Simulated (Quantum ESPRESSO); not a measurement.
# K2MnSe2: which magnetic order is lowest

Wanted: the moments of K2MnSe2 and the energy of each order that was tried.

Main program and level: Quantum ESPRESSO 7.5; PBEsol; plane waves with GBRV 1.5 PBEsol potentials, no spin-orbit coupling.

## 1. Starting point

Symmetry: Ibam, No. 72, orthorhombic system. Conventional cell: a = 7.166 Å, b = 13.193 Å, c = 6.440 Å, α = 90.00°, β = 90.00°, γ = 90.00°. K has 6 Se at 3.28 to 3.89 Å and 2 Mn at 3.50 Å nearest. Nearest to Mn lie 4 Se at 2.56 Å. Se has 2 Mn at 2.56 Å and 6 K at 3.28 to 3.89 Å nearest. Farther neighbours and most contacts between anions are not listed.

As a file:

```cif
data_structure
_symmetry_space_group_name_H-M 'P 1'
_symmetry_Int_Tables_number 1
_cell_length_a 8.1682
_cell_length_b 8.1682
_cell_length_c 8.1682
_cell_angle_alpha 127.964
_cell_angle_beta 72.280
_cell_angle_gamma 133.567
_cell_volume 304.42
loop_
_atom_site_label
_atom_site_type_symbol
_atom_site_fract_x
_atom_site_fract_y
_atom_site_fract_z
_atom_site_occupancy
K1 K 0.14639 0.33930 0.48569 1
K2 K 0.85361 0.66070 0.51431 1
K3 K 0.35361 0.83930 0.19291 1
K4 K 0.64639 0.16070 0.80709 1
Mn5 Mn 0.25000 0.25000 0.00000 1
Mn6 Mn 0.75000 0.75000 0.00000 1
Se7 Se 0.89408 0.19827 0.09235 1
Se8 Se 0.10592 0.80173 0.90765 1
Se9 Se 0.60592 0.69827 0.30419 1
Se10 Se 0.39408 0.30173 0.69581 1
```

The cell comes from the Crystallography Open Database.

## 2. Run 1 (ferro ++)

The signs are those of the starting moments on the seeded atoms, the atoms that are given a moment.

Contents of pw.in:

```
&CONTROL
  calculation = 'scf'
  prefix = 'pwscf'
  outdir = './tmp'
  pseudo_dir = './pseudo'
  disk_io = 'nowf'
/
&SYSTEM
  ibrav = 0
  celldm(1) = 8
  nat = 10
  ntyp = 3
  ecutwfc = 40
  ecutrho = 280
  nbnd = 64
  occupations = 'smearing'
  smearing = 'fd'
  degauss = 0.00367493
  nspin = 2
  starting_magnetization(1) = 0
  starting_magnetization(2) = 0.3
  starting_magnetization(3) = 0
/
&ELECTRONS
  conv_thr = 2d-08
  electron_maxstep = 150
  mixing_beta = 0.3
/
ATOMIC_SPECIES
K      39.0983 k_pbesol_v1.4.uspp.F.UPF
Mn     54.9380 mn_pbesol_v1.5.uspp.F.UPF
Se     78.9710 se_pbesol_v1.uspp.F.UPF
CELL_PARAMETERS alat
  -0.8463610880668    1.5581972976367    0.7606147651619
   0.8463610880668   -1.5581972976367    0.7606147651619
   0.8463610880668    1.5581972976367   -0.7606147651619
ATOMIC_POSITIONS crystal
K       0.1463900000    0.3393000000    0.4856900000
K       0.8536100000    0.6607000000    0.5143100000
K       0.3536100000    0.8393000000    0.1929100000
K       0.6463900000    0.1607000000    0.8070900000
Mn      0.2500000000    0.2500000000    0.0000000000
Mn      0.7500000000    0.7500000000    0.0000000000
Se      0.8940800000    0.1982700000    0.0923500000
Se      0.1059200000    0.8017300000    0.9076500000
Se      0.6059200000    0.6982700000    0.3041900000
Se      0.3940800000    0.3017300000    0.6958100000
K_POINTS automatic
4 4 4 0 0 0
```

Started as:

```bash
$ OMP_NUM_THREADS=1 mpirun -n 4 pw.x -nk 4 -in pw.in > pw.out
```

What it wrote:

```text
Program PWSCF v.7.5 starts

     Message from routine setup:
     using ibrav=0 with symmetry is DISCOURAGED, use correct ibrav instead

     K-points division:     npool     =       4
     Subspace diagonalization in iterative solution of the eigenvalue problem:

     G-vector sticks info
     --------------------
     sticks:   dense  smooth     PW     G-vecs:    dense   smooth      PW
     Sum        3855    2205    683               162591    70217   12267

     Using Slab Decomposition

     bravais-lattice index     =            0
     lattice parameter (alat)  =       8.0000  a.u.
     unit-cell volume          =    2054.3424 (a.u.)^3
     number of atoms/cell      =           10
     number of atomic types    =            3
     number of electrons       =        90.00
     number of Kohn-Sham states=           64
     kinetic-energy cutoff     =      40.0000  Ry
     charge density cutoff     =     280.0000  Ry
     scf convergence threshold =      2.0E-08
     mixing beta               =       0.3000
     number of iterations used =            8  plain     mixing
     Exchange-correlation= SLA  PW   PSX  PSC
                           (   1   4  10   8   0   0   0)

     celldm(1)=   8.000000  celldm(2)=   0.000000  celldm(3)=   0.000000
     celldm(4)=   0.000000  celldm(5)=   0.000000  celldm(6)=   0.000000

     crystal axes: (cart. coord. in units of alat)
               a(1) = (  -0.846361   1.558197   0.760615 )
               a(2) = (   0.846361  -1.558197   0.760615 )
               a(3) = (   0.846361   1.558197  -0.760615 )

     reciprocal axes: (cart. coord. in units 2 pi/alat)
               b(1) = (  0.000000  0.320884  0.657363 )
               b(2) = (  0.590764 -0.000000  0.657363 )
               b(3) = (  0.590764  0.320884  0.000000 )

     PseudoPot. # 1 for K  read from file:
     k_pbesol_v1.4.uspp.F.UPF
     Pseudo is Ultrasoft + core correction, Zval =  9.0
     Generated by new atomic code, or converted to UPF format
     Using radial grid of  841 points,  6 beta functions with:
                l(1) =   0
                l(2) =   0
                l(3) =   1
                l(4) =   1
                l(5) =   2
                l(6) =   2
     Q(r) pseudized with  6 coefficients,  rinner =    1.500   1.500   1.500
                                                       1.500   1.500

     PseudoPot. # 2 for Mn read from file:
     mn_pbesol_v1.5.uspp.F.UPF
     Pseudo is Ultrasoft + core correction, Zval = 15.0
     Generated by new atomic code, or converted to UPF format
     Using radial grid of  859 points,  6 beta functions with:
                l(1) =   0
                l(2) =   0
                l(3) =   1
                l(4) =   1
                l(5) =   2
                l(6) =   2
     Q(r) pseudized with  8 coefficients,  rinner =    0.950   0.950   0.950
                                                       0.950   0.950

     PseudoPot. # 3 for Se read from file:
     se_pbesol_v1.uspp.F.UPF
     Pseudo is Ultrasoft + core correction, Zval =  6.0
     Generated by new atomic code, or converted to UPF format
     Using radial grid of  877 points,  6 beta functions with:
                l(1) =   0
                l(2) =   0
                l(3) =   1
                l(4) =   1
                l(5) =   2
                l(6) =   2
     Q(r) pseudized with  8 coefficients,  rinner =    1.300   1.300   1.300
                                                       1.300   1.300

     atomic species   valence    mass     pseudopotential
     K                 9.00    39.09830     K ( 1.00)
     Mn               15.00    54.93800     Mn( 1.00)
     Se                6.00    78.97100     Se( 1.00)

     Starting magnetic structure
     atomic species   magnetization
     K               0.000
     Mn              0.300
     Se              0.000

      8 Sym. Ops., with inversion, found ( 4 have fractional translation)

   Cartesian axes

     site n.     atom                  positions (alat units)
         1        K      tau(   1) = (   0.5743406   0.4562090   0.0000000  )
         2        K      tau(   2) = (   0.2720205   1.1019883   0.7606148  )
         3        K      tau(   3) = (   0.5743406  -0.4562090   0.7606148  )
         4        K      tau(   4) = (   0.2720205   2.0144063   0.0000000  )
         5        Mn     tau(   5) = (   0.0000000   0.0000000   0.3803074  )
         6        Mn     tau(   6) = (   0.0000000   0.0000000   1.1409221  )
         7        Se     tau(   7) = (  -0.5107451   1.2281088   0.7606148  )
         8        Se     tau(   8) = (   1.3571062   0.3300885   0.0000000  )
         9        Se     tau(   9) = (   0.3356160   0.3300885   0.7606148  )
        10        Se     tau(  10) = (   0.5107451   1.2281088  -0.0000000  )

     number of k points=    18  Fermi-Dirac smearing, width (Ry)=  0.0037
                       cart. coord. in units 2pi/alat
        k(    1) = (   0.0000000   0.0000000   0.0000000), wk =   0.0156250
        k(    2) = (   0.1476911   0.0802209   0.0000000), wk =   0.0625000
        k(    3) = (  -0.2953822  -0.1604418   0.0000000), wk =   0.0312500
        k(    4) = (   0.1476911  -0.0000000   0.1643407), wk =   0.0625000
        k(    5) = (   0.2953822   0.0802209   0.1643407), wk =   0.1250000
        [... 13 further k-points ...]

     Dense  grid:   162591 G-vectors     FFT dimensions: (  90,  90,  90)

     Smooth grid:    70217 G-vectors     FFT dimensions: (  64,  64,  64)

     Check: negative core charge=   -0.000012
     Generating pointlists ...
     new r_m :   0.3195 (alat units)  2.5559 (a.u.) for type    1
     new r_m :   0.2496 (alat units)  1.9971 (a.u.) for type    2
     new r_m :   0.2496 (alat units)  1.9971 (a.u.) for type    3

     Initial potential from superposition of free atoms

     starting charge      86.9849, renormalised to      90.0000
     Starting wfcs are   74 randomized atomic wfcs

     Self-consistent Calculation

     iteration #  1     ecut=    40.00 Ry     beta= 0.30
     Davidson diagonalization with overlap
     ethr =  1.00E-02,  avg # of iterations =  6.3

     total energy              =    -821.76514980 Ry
     estimated scf accuracy    <       6.02307588 Ry

     total magnetization       =     8.92 Bohr mag/cell
     absolute magnetization    =     9.00 Bohr mag/cell

     iteration #  2     ecut=    40.00 Ry     beta= 0.30
     Davidson diagonalization with overlap
     ethr =  6.69E-03,  avg # of iterations =  3.2

     total energy              =    -821.29776243 Ry
     estimated scf accuracy    <      19.39943855 Ry

     total magnetization       =     3.64 Bohr mag/cell
     absolute magnetization    =     3.69 Bohr mag/cell

     iteration #  3     ecut=    40.00 Ry     beta= 0.30
     Davidson diagonalization with overlap
     ethr =  6.69E-03,  avg # of iterations =  1.8

     total energy              =    -823.65501469 Ry
     estimated scf accuracy    <       0.52427455 Ry

     total magnetization       =    10.00 Bohr mag/cell
     absolute magnetization    =    10.03 Bohr mag/cell

     [... further iterations left out ...]

     iteration #  9     ecut=    40.00 Ry     beta= 0.30
     Davidson diagonalization with overlap
     ethr =  6.24E-08,  avg # of iterations =  9.7

     negative rho (up, down):  0.000E+00 3.843E-04

     total energy              =    -823.69024596 Ry
     estimated scf accuracy    <       0.00001712 Ry

     total magnetization       =    10.00 Bohr mag/cell
     absolute magnetization    =    10.03 Bohr mag/cell

     iteration # 10     ecut=    40.00 Ry     beta= 0.30
     Davidson diagonalization with overlap
     ethr =  1.90E-08,  avg # of iterations =  4.3

     negative rho (up, down):  0.000E+00 3.872E-04

     total energy              =    -823.69025374 Ry
     estimated scf accuracy    <       0.00000525 Ry

     total magnetization       =    10.00 Bohr mag/cell
     absolute magnetization    =    10.03 Bohr mag/cell

     iteration # 11     ecut=    40.00 Ry     beta= 0.30
     Davidson diagonalization with overlap
     ethr =  5.83E-09,  avg # of iterations =  5.6

     negative rho (up, down):  0.000E+00 3.892E-04

     total energy              =    -823.69025582 Ry
     estimated scf accuracy    <       0.00000197 Ry

     total magnetization       =    10.00 Bohr mag/cell
     absolute magnetization    =    10.03 Bohr mag/cell

     iteration # 12     ecut=    40.00 Ry     beta= 0.30
     Davidson diagonalization with overlap
     ethr =  2.19E-09,  avg # of iterations =  4.1

     negative rho (up, down):  0.000E+00 3.881E-04

     Magnetic moment per site  (integrated on atomic sphere of radius R)
     atom   1 (R=0.319)  charge=  7.9521  magn=  0.0190
     atom   2 (R=0.319)  charge=  7.9521  magn=  0.0190
     atom   3 (R=0.319)  charge=  7.9521  magn=  0.0190
     atom   4 (R=0.319)  charge=  7.9521  magn=  0.0190
     atom   5 (R=0.250)  charge= 13.1903  magn=  4.1473
     atom   6 (R=0.250)  charge= 13.1903  magn=  4.1473
     atom   7 (R=0.250)  charge=  3.9157  magn=  0.0802
     atom   8 (R=0.250)  charge=  3.9157  magn=  0.0802
     atom   9 (R=0.250)  charge=  3.9157  magn=  0.0802
     atom  10 (R=0.250)  charge=  3.9157  magn=  0.0802

     End of self-consistent calculation

     [... lines left out ...]
     the Fermi energy is     5.2078 ev

!    total energy              =    -823.69025652 Ry
     estimated scf accuracy    <       0.00000002 Ry
     smearing contrib. (-TS)   =      -0.00000101 Ry
     internal energy E=F+TS    =    -823.69025552 Ry

     The total energy is F=E-TS. E is the sum of the following terms:
     one-electron contribution =    -526.01323667 Ry
     hartree contribution      =     284.94257479 Ry
     xc contribution           =    -206.42193438 Ry
     ewald contribution        =    -376.19765926 Ry

     total magnetization       =    10.00 Bohr mag/cell
     absolute magnetization    =    10.03 Bohr mag/cell

     convergence has been achieved in  12 iterations

=------------------------------------------------------------------------------=
   JOB DONE.
=------------------------------------------------------------------------------=
```

Elapsed: 4.2 min, on 4 MPI ranks of Intel Xeon Platinum 8259CL at 2.50GHz (Skylake/Cascade Lake), shared host; peak memory 1.8 GiB.

Spin moment in the atom's sphere by atom:

| atom | spin moment in the atom's sphere (μB) |
| --- | --- |
| K1 | 0.02 |
| K2 | 0.02 |
| K3 | 0.02 |
| K4 | 0.02 |
| Mn5 | 4.15 |
| Mn6 | 4.15 |
| Se7 | 0.08 |
| Se8 | 0.08 |
| Se9 | 0.08 |
| Se10 | 0.08 |

Read from the output:

* smearing term TS: 1.37e-5 eV
* magnetization: 10 μB
* absolute magnetization: 10.03 μB
* final state: ferromagnetic

(Continued in part 2 of 3.)

[Logs and program files are shortened in this print: banners, set-up blocks, solver, clock and traceback lines can be left out without a mark of their own.]

[Logs are printed without paths, hosts, clocks, repeated set-up lines and the standing remarks that a program may print on its own settings, such as how far it seeks lower states.]

[Hosts, paths, dates, database ids (printed as entryN), source tags and the programs' standing remarks are cut or masked in the printed files.]

[Where a cell is said to come from a database of computed structures, the database is the Materials Project.]
